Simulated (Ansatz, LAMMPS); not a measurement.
# Glassy B2O3 (290 atoms): geometry optimisation

Wanted: the relaxed structure of glassy B2O3 (290 atoms) and its electronic structure.

Program: Ansatz 0.2.0. Level of theory: Kohn-Sham DFT, PBE, PAW (set soft_2), plane waves. Results are calculated unless marked as measured.

**Experiments to compare with.** In-situ synchrotron X-ray diffraction of B2O3 glass under compression gave the average B-O distance from the total correlation function, which stays virtually unchanged from ambient pressure up to 5 GPa (“Nature of Structural Transformations in the B2O3 Glass under High   Pressure”, 2008, arxiv:0805.1828): nearest B–O distance 1.35 Å.

## (1) Set-up

The cell holds 290 atoms: 116 B and 174 O. Its edges and angles: a = 14.893 Å, b = 14.893 Å, c = 14.893 Å, α = 90.0°, β = 90.0°, γ = 90.0°. 290 atoms (116 B, 174 O) placed at random at 1.93 g/cm³, melted at 3000 K for 20 ps at fixed volume with the Buckingham and Coulomb pair potential of Guillot and Sator (Geochim. Cosmochim. Acta 71, 1249 (2007)) with the boron terms of Wang et al. (J. Non-Cryst. Solids 498, 294 (2018)). Quenched from 3000 K to 300 K at 100 K/ps and fixed volume, held 10 ps at zero pressure.

What the set-up can't give: The quench rate of 100 K/ps is orders of magnitude faster than experiment, which tends to freeze in extra defects. The network of bonds at the start is that of the classical potential that made the cell. Only the Γ point is sampled, in a cell whose shortest periodic width is 15 Å.

## (2) The classical run that made the cell

A classical potential supplies the starting structure, since it reaches far longer times than DFT.

This step: classical MD, Buckingham and Coulomb pair potential of Guillot and Sator (Geochim. Cosmochim. Acta 71, 1249 (2007)) with the boron terms of Wang et al. (J. Non-Cryst. Solids 498, 294 (2018)) (LAMMPS 22 Jul 2025 - Update 4).

in.lmp reads:

```
# melt-quench of B116O174
units metal
atom_style charge
boundary p p p
region box block 0 15.1349 0 15.1349 0 15.1349
create_box 2 box
mass 1 10.8100   # B
mass 2 15.9990   # O
create_atoms 1 random 116 637382 NULL overlap 1.5 maxtry 2000
create_atoms 2 random 174 637389 NULL overlap 1.5 maxtry 2000
pair_style buck/coul/long 9.0
pair_coeff * * 0.0 1.0 0.0
pair_coeff 1 2 206941.81 0.124 35.0018   # B-O
pair_coeff 2 2 9022.79 0.265 85.0921   # O-O
pair_coeff 1 1 484.40 0.35 0.0   # B-B
set type 1 charge 1.4175
set type 2 charge -0.945
kspace_style pppm 1.0e-4
neigh_modify delay 0 every 1 check yes
thermo_style custom step time temp pe press density
thermo_modify norm yes
timestep 0.001
thermo 100
min_style cg
minimize 1e-4 1e-4 200 2000
reset_timestep 0
velocity all create 3000 637383 mom yes dist gaussian
fix lim all nve/limit 0.05
fix lan all langevin 3000 3000 0.1 637384 zero yes
thermo 500
run 1000 post no
unfix lim
unfix lan
thermo 3333
fix md all nvt temp 3000 3000 0.1
run 20000 post no
unfix md
thermo 2700
fix md all nvt temp 3000 300 0.1
run 27000 post no
unfix md
thermo 3333
fix md all npt temp 300 300 0.1 iso 0 0 1
run 10000 post no
unfix md
write_dump all custom glass.dump id type xs ys zs modify sort id
```

On the command line:

```sh
> lmp -in in.lmp -log none -nocite
```

Numbers of over 12 decimals in the logs are rounded to 6 here.

Log:

```text
LAMMPS (22 Jul 2025 - Update 4)
Created orthogonal box = (0 0 0) to (15.1349 15.1349 15.1349)
Created 116 atoms
Created 174 atoms
PPPM initialization ...
  G vector (1/distance) = 0.32222668
  grid = 12 12 12
  estimated relative force accuracy = 8.1158397e-05
   Step          Time           Temp          PotEng         Press         Density
         0   0              0              2.3682587      1309132.3      1.9339876
       100   0.1            0             -11.623739     -16808.157      1.9339876
       101   0.101          0             -11.62489      -15871.6        1.9339876
Loop time of 0.24513 s on 1 MPI rank(s) for 101 steps with 290 atoms
[... 18 lines left out ...]
[... 2 lines left out ...]
Loop time of 22.9533 s on 1 MPI rank(s) for 20000 steps with 290 atoms
   Step          Time           Temp          PotEng         Press         Density
[... 12 lines left out ...]
Loop time of 30.0236 s on 1 MPI rank(s) for 27000 steps with 290 atoms
   Step          Time           Temp          PotEng         Press         Density
[... 1 line left out ...]
     49995   49.995         285.2432      -11.846247      3997.287       2.0241365
     53328   53.328         298.03913     -11.84627       6853.7674      2.0090481
     56661   56.661         311.42423     -11.853112      1249.0554      2.0213046
     58000   58             315.81115     -11.848508     -5346.395       2.0298471
Loop time of 12.4911 s on 1 MPI rank(s) for 10000 steps with 290 atoms
```

Elapsed: 67 s, on 1 thread of Arm Neoverse V2, shared host; peak memory 0.072 GiB.

## (3) Single point at the start

The forces at the start show how far the geometry lies from a minimum of this functional.

input.yaml reads:

```yaml
crystal:
  lattice:
    - [14.8928, 0.0, 0.0]
    - [0.0, 14.8928, 0.0]
    - [0.0, 0.0, 14.8928]
  atoms:
    - { symbol: B, position: [0.07965, 0.12324, 0.65236] }
    - { symbol: B, position: [0.96754, 0.19719, 0.46367] }
    - { symbol: B, position: [0.77737, 0.32398, 0.14224] }
    - { symbol: B, position: [0.39872, 0.07276, 0.74664] }
    - { symbol: B, position: [0.89795, 0.3021, 0.8469] }
    - { symbol: B, position: [0.63524, 0.74722, 0.28924] }
    - { symbol: B, position: [0.44144, 0.79112, 0.82766] }
    - { symbol: B, position: [0.50794, 0.04079, 0.51983] }
    - { symbol: B, position: [0.15542, 0.43577, 0.30976] }
    - { symbol: B, position: [0.98164, 0.52994, 0.49252] }
    - { symbol: B, position: [0.79368, 0.68467, 0.98081] }
    - { symbol: B, position: [0.79517, 0.82666, 0.47448] }
    - { symbol: B, position: [0.81602, 0.49821, 0.61593] }
    - { symbol: B, position: [0.55029, 0.63408, 0.93843] }
    - { symbol: B, position: [0.82406, 0.2574, 0.55304] }
    - { symbol: B, position: [0.51209, 0.75302, 0.43092] }
    - { symbol: B, position: [0.46568, 0.50332, 0.58871] }
    - { symbol: B, position: [0.53212, 0.47892, 0.77997] }
    - { symbol: B, position: [0.25322, 0.74238, 0.20306] }
    - { symbol: B, position: [0.53782, 0.45405, 0.96578] }
    - { symbol: B, position: [0.13, 0.94094, 0.8055] }
    - { symbol: B, position: [0.44235, 0.22311, 0.11389] }
    - { symbol: B, position: [0.06788, 0.58555, 0.74688] }
    - { symbol: B, position: [0.18409, 0.81804, 0.04682] }
    - { symbol: B, position: [0.00256, 0.85796, 0.05919] }
    - { symbol: B, position: [0.45223, 0.19484, 0.63832] }
    - { symbol: B, position: [0.75205, 0.27397, 0.71167] }
    - { symbol: B, position: [0.23911, 0.64526, 0.78346] }
    - { symbol: B, position: [0.73778, 0.80953, 0.74908] }
    - { symbol: B, position: [0.89983, 0.1434, 0.88161] }
    - { symbol: B, position: [0.71105, 0.43537, 0.79256] }
    - { symbol: B, position: [0.24243, 0.61788, 0.99261] }
    [... 252 atom lines left out ...]
    - { symbol: O, position: [0.2079, 0.96856, 0.16419] }
    - { symbol: O, position: [0.8743, 0.03508, 0.78319] }
    - { symbol: O, position: [0.06275, 0.52959, 0.53627] }
    - { symbol: O, position: [0.60018, 0.08119, 0.13524] }
    - { symbol: O, position: [0.00829, 0.6764, 0.95527] }
    - { symbol: O, position: [0.09219, 0.84684, 0.04002] }
kpoints:
  mp_grid: { grid: [1, 1, 1] }
hamiltonian:
  xc: pbe
scf:
  occupations: { method: fixed }
output:
  forces: true
  stress: true
  populations: true
  dos:
    method: { smearing: { sigma: 0.1 } }
    de: 0.1
    projected: { site_lists: { B: [B], O: [O] } }
  eigenvalues: true
```

On the command line:

```sh
> ansatz run input.yaml --threads 8 --pin off --max-ram 15872MiB --backend cpu --events-out ev --progress --plain --runs-dir out
```

Log:

```text
Engine: ansatz 0.2.0, aarch64-unknown-linux-gnu
Pseudopotentials: kind: paw
Pseudopotential: B, paw, valence charge 3, recommended cutoff 420 eV (normal), B.paw.azcp
Pseudopotential: O, paw, valence charge 6, recommended cutoff 420 eV (normal), O.paw.azcp
[... 5 lines on functional and potentials left out ...]
Crystal: 290 atoms, lattice volume = 3303.156 Å³
Basis set: ecut = 420 eV, 64493 PW (Γ), exchange–correlation on 200×200×200 points (8 copies of the dense FFT grid, shifted against one another)
Bands: 986, of which v1, the nominal top of the filled ones, is band 696 counted from 1 (695 counted from 0)
Symmetry: 1 space group operations
Space group: P1 (ITA 1), of the structure as read, at distance tolerance 1.5e-4 Å
k-points: 1
[... 5 lines on functional and potentials left out ...]
Initial density: superposition of atomic densities (neutral atoms: chi_scale 0, normalization atom), corrected by the library's trained network
Initial wavefunctions: pseudopotential atomic-orbital guess
Functional: x = pbe(κ = 0.804, μ = 0.219515), c = pbe(β = 0.066725)
SCF iter   1: F=—  HF=-117022.978136 eV  |F-HF|=—  |Δ(HF+E_count)|=         —  Δρ=4.50e-3  dr2=7.55e-1  ethr=1.77e-3  ⟨swp⟩=5.0  Hψ=3433  notcnv=0  defer=288
preconditioner: auto → Resta (q_TF=auto, 2.362 Å⁻¹)  ε∞=3.1  [insulator: Δε(μ)=2.986 eV  Ē_g=16.630 eV  n_scr=738 (ndim 8)  ℏωp=24.1 eV  f_vac=0.171  ε∞_Penn≈3.1]
SCF iter   2: F=—  HF=-117022.900379 eV  |F-HF|=—  |Δ(HF+E_count)|=   7.78e-2  Δρ=2.18e-3  dr2=1.56e-1  ethr=5.42e-5  ⟨swp⟩=3.0  Hψ=1661  notcnv=0  defer=288
SCF iter   3: F=—  HF=-117022.898378 eV  |F-HF|=—  |Δ(HF+E_count)|=   2.00e-3  Δρ=8.96e-4  dr2=3.83e-2  ethr=1.12e-5  ⟨swp⟩=3.0  Hψ=1228  notcnv=0  defer=288
SCF iter   4: F=—  HF=-117022.892672 eV  |F-HF|=—  |Δ(HF+E_count)|=   5.71e-3  Δρ=2.65e-4  dr2=2.71e-3  ethr=2.75e-6  ⟨swp⟩=3.0  Hψ=1229  notcnv=0  defer=288
SCF iter   5: F=—  HF=-117022.892634 eV  |F-HF|=—  |Δ(HF+E_count)|=   3.73e-5  Δρ=1.59e-4  dr2=6.70e-4  ethr=1.95e-7  ⟨swp⟩=3.0  Hψ=1663  notcnv=0  defer=288
SCF iter   6: F=—  HF=-117022.892579 eV  |F-HF|=—  |Δ(HF+E_count)|=   5.52e-5  Δρ=3.71e-5  dr2=4.18e-5  ethr=4.82e-8  ⟨swp⟩=3.0  Hψ=1398  notcnv=0  defer=288
SCF iter   7: F=—  HF=-117022.885500 eV  |F-HF|=—  |Δ(HF+E_count)|=   7.08e-3  Δρ=1.84e-5  dr2=9.18e-6  ethr=3.00e-9  ⟨swp⟩=3.0  Hψ=1398  notcnv=0  defer=288
SCF iter   8: F=—  HF=-117022.885501 eV  |F-HF|=—  |Δ(HF+E_count)|=   3.00e-7  Δρ=5.93e-6  dr2=9.81e-7  ethr=6.59e-10  ⟨swp⟩=3.0  Hψ=1399  notcnv=0  defer=288
SCF iter   9: F=-117022.885501 eV  HF=-117022.885501 eV  |F-HF|=3.14e-8  |Δ(HF+E_count)|=   4.24e-7  Δρ=1.62e-6  dr2=9.30e-8  ethr=7.18e-12  ⟨swp⟩=17.0  Hψ=7112  notcnv=0
SCF 1 converged in 9 iterations: F = -117022.885501 eV  dr2 = 9.30e-8
  greatest PAW one-centre occupation: 0.863 electrons in one spin orbital (limit 2), on the O atom at site 117 (counted from 0), in its partial waves of l = 0
SCF converged after 9 iterations
Free energy (F): -117022.885501 eV
Harris-Foulkes:  -117022.885501 eV  (|F-HF|=3.14e-8)
Internal energy: -117022.885501 eV  (E = F + TS)
E sigma→0 (E₀):  -117022.885501 eV
Fermi energy:    2.901426 eV
--- Per-component energies (eV) ---
  E_band       = -8608.526172
  E_kinetic    = 36010.746803
  E_local      = -97709.539012  (includes V_loc(G=0)·N_el)
  E_nonlocal   = 9701.362999
  E_hartree    = 35271.769585
  E_xc         = -16299.915200
  E_vxc        = -20450.504783  (∫ρ·V_xc dr)
  E_paw        = -36776.441060  (= ΣΔE_a)
  E_vpaw       = -6704.581212  (= ΣTr[D̂ρ^β])
  E_aug_tail   = 0.445312  (compensation charges beyond the density's cutoff)
  E_ewald      = -47221.314929
  E_smearing   = -0.000000  (= −TS)
  E_closure    = 0.000000  (closes the sum)
  Σ components = -117022.885501   (vs F -117022.885501, Δ=0.00e0)
--- Forces (eV/Å), atoms counted from 1 ---
  atom   1  B      1.37406804    -0.95512473    -0.77804407
  atom   2  B     -0.73109867     1.40176742     1.38427057
  atom   3  B     -2.35867163    -1.09348602    -0.16760392
  atom   4  B     -1.69760013     0.30811813     0.85090667
  atom   5  B      0.31096271    -0.20987106    -2.53893147
  atom   6  B      0.14638406     0.13147592     1.45923920
  atom   7  B     -1.38615569    -0.43383812    -1.17227587
  atom   8  B      0.52781522    -1.40944843     0.52449474
  atom   9  B     -0.19605098     1.20179901     1.15738762
  atom  10  B      0.08973474     0.15279756    -1.75966546
  atom  11  B      0.55365410     0.30965096     0.88576711
  atom  12  B      1.09657657     0.26852069    -1.25492492
  atom  13  B     -2.31497486    -1.02191525    -0.38605919
  atom  14  B     -1.64571966     0.96607119     2.25337974
[...]
atom 289  O     -0.80775770    -0.21531976     0.42485282
  atom 290  O      0.02810650     0.24450057    -0.39021213
  max |Σ_I F_I| component: 5.18e-5 eV/Å
--- Stress (GPa, compression-positive) ---
      -11.549670       0.173035       0.404115
        0.173030      -8.588147       0.995325
        0.404121       0.995323      -9.312837
  P = ⅓ Tr σ = -9.8169 GPa (-98.169 kbar)
--- Band table (eV) ---
  k-point 0: bands = ["-22.0270", "-19.4075", "-19.0737", "-18.9596", [... 970 levels ...], "13.8497", "13.8515", "13.8680", "13.8814", "13.8882", "13.9233", "13.9336", "13.9558", "13.9680", "13.9859", "14.0144", "14.0383"]
--- Löwdin populations: 290 sites ---
  site symbol       q [e]
     0      B      2.3171
     1      B      2.3250
     2      B      2.2931
[...]
289      O      6.3931
  spilling = 0.008847 (of n_electrons = 1392.000000)
```

It took 1.8 min on 8 threads of Arm Neoverse V2, shared host; peak memory 6.9 GiB.

In the SCF lines HF is the Harris–Foulkes energy and dr2 the Hartree energy of the density residual, in eV; the loop may stop once dr2 is under the threshold and the program's other checks hold. Hψ counts applications of the Hamiltonian.

The run gave:

| Quantity | Value |
| --- | --- |
| free energy | -117022.8855 eV |
| free energy per atom | -403.5272 eV/atom |
| SCF cycles | 9 |
| pressure | -9.817 GPa |
| r.m.s. force component | 0.9944 eV/Å |
| longest force | 5.588 eV/Å |
| Fermi energy | 2.901 eV |
| gap (highest filled to lowest empty level) | 2.196 eV |
| spilling of the projection | 0.008847 |

The r.m.s. force component of 0.99 eV/Å and the pressure of -9.8 GPa set the starting point.

Neighbours are counted within 1.83 Å (O-B).

Length of the force by element and coordination:

```
element  coordination  atoms  mean length of the force (eV/Å)  spread  least  most
      B           all    116                             2.04   0.916  0.434  5.59
      B             3    115                             2.03   0.915  0.434  5.59
      B             4      1                             3.03       0   3.03  3.03
      O           all    174                             1.10   0.638  0.225  4.42
      O             2    173                             1.10   0.639  0.225  4.42
      O             3      1                             1.32       0   1.32  1.32
```

(Part 1 of 3 ends here.)

[Logs are printed without paths, hosts, clocks, repeated set-up lines and the standing remarks that a program may print on its own settings, such as how far it seeks lower states.]

[Hosts, paths, dates, database ids (printed as entryN), source tags and the programs' standing remarks are cut or masked in the printed files.]
